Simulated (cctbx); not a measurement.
# FeB2H10C6Br4 across an absorption edge

Space group P2_1/m (no. 11), a = 6.6990 Å, b = 14.1170 Å, c = 6.9100 Å, α = 90.00°, β = 91.12°, γ = 90.00°.

```
atom  mult.       x       y       z  Ueq (Å²)
 Br1      4  0.9211  0.8780  0.6226    0.0113
 Br2      2  0.5297     1/4  0.2355    0.0124
 Br3      2  0.0712     1/4  0.8970    0.0085
 Fe1      2  0.1848     1/4  0.2307    0.0143
  C1      4  0.4117  0.8822  0.3176    0.0197
  C2      4  0.4534  0.9428  0.1459    0.0215
  C3      4  0.3145  0.9570  0.0166    0.0241
  B1      4  0.3703  0.0150  0.8712    0.0206
  H1      4  0.5085  0.8795  0.4056    0.0343
  H2      4  0.3660  0.8287  0.2671    0.0341
  H3      4  0.2871  0.9067  0.3832    0.0373
  H4      4  0.2703  0.0183  0.7782    0.0317
  H5      4  0.1908  0.9207  0.0349    0.0361
```

The model is made up (kin elements in a known structure type, no relaxation), so it says nothing on whether the phase exists.

Calculated with cctbx: free-atom f′ and f″ from the Sasaki tables, no fine structure; amplitudes in electrons.

```
E (eV)  F 1 1 1  F 1 1 0  F 1 3 0  F 0 4 0
 12874      6.4     80.9     41.2     45.7
 13224      5.1     79.4     42.0     45.7
 13354      4.0     78.2     42.6     45.7
 13414      2.9     76.9     43.3     45.7
 13444      1.8     75.6     43.9     45.7
 13459      0.8     74.4     44.5     45.7
 13466      0.7     73.2     45.1     45.7
 13470      1.7     72.0     45.7     45.7
 13478      5.2     72.0     45.9     45.7
 13482      4.9     73.5     45.2     45.7
 13489      4.8     74.8     44.6     45.7
 13504      5.1     76.1     43.9     45.7
 13534      5.6     77.5     43.2     45.7
 13624      6.5     79.3     42.3     45.7
 13874      7.8     81.2     41.3     45.8
```

**Question.** Which edge is crossed, and why do the reflections move as they do?

The K edge of Br. The edge is at 13474 eV. f′ of Br falls from -4.3 e at 13354 eV to -7.7 e at 4 eV below it, and f″ steps from 0.50 to 3.82 e across it. Over that approach |F| changes by -57 % (1 1 1), -8 % (1 1 0), +7 % (1 3 0) and +0 % (0 4 0): a reflection falls where Br scatters in phase with the total and rises where it scatters against it; it hardly moves where the Br term is small or cancels by symmetry. Above the edge the larger f″ enters the imaginary part, where it can add to or cancel the other atoms' f″. The structure is centrosymmetric, so Friedel mates stay equal.

[Logs are printed without paths, hosts, clocks, repeated set-up lines and the standing remarks that a program may print on its own settings, such as how far it seeks lower states.]
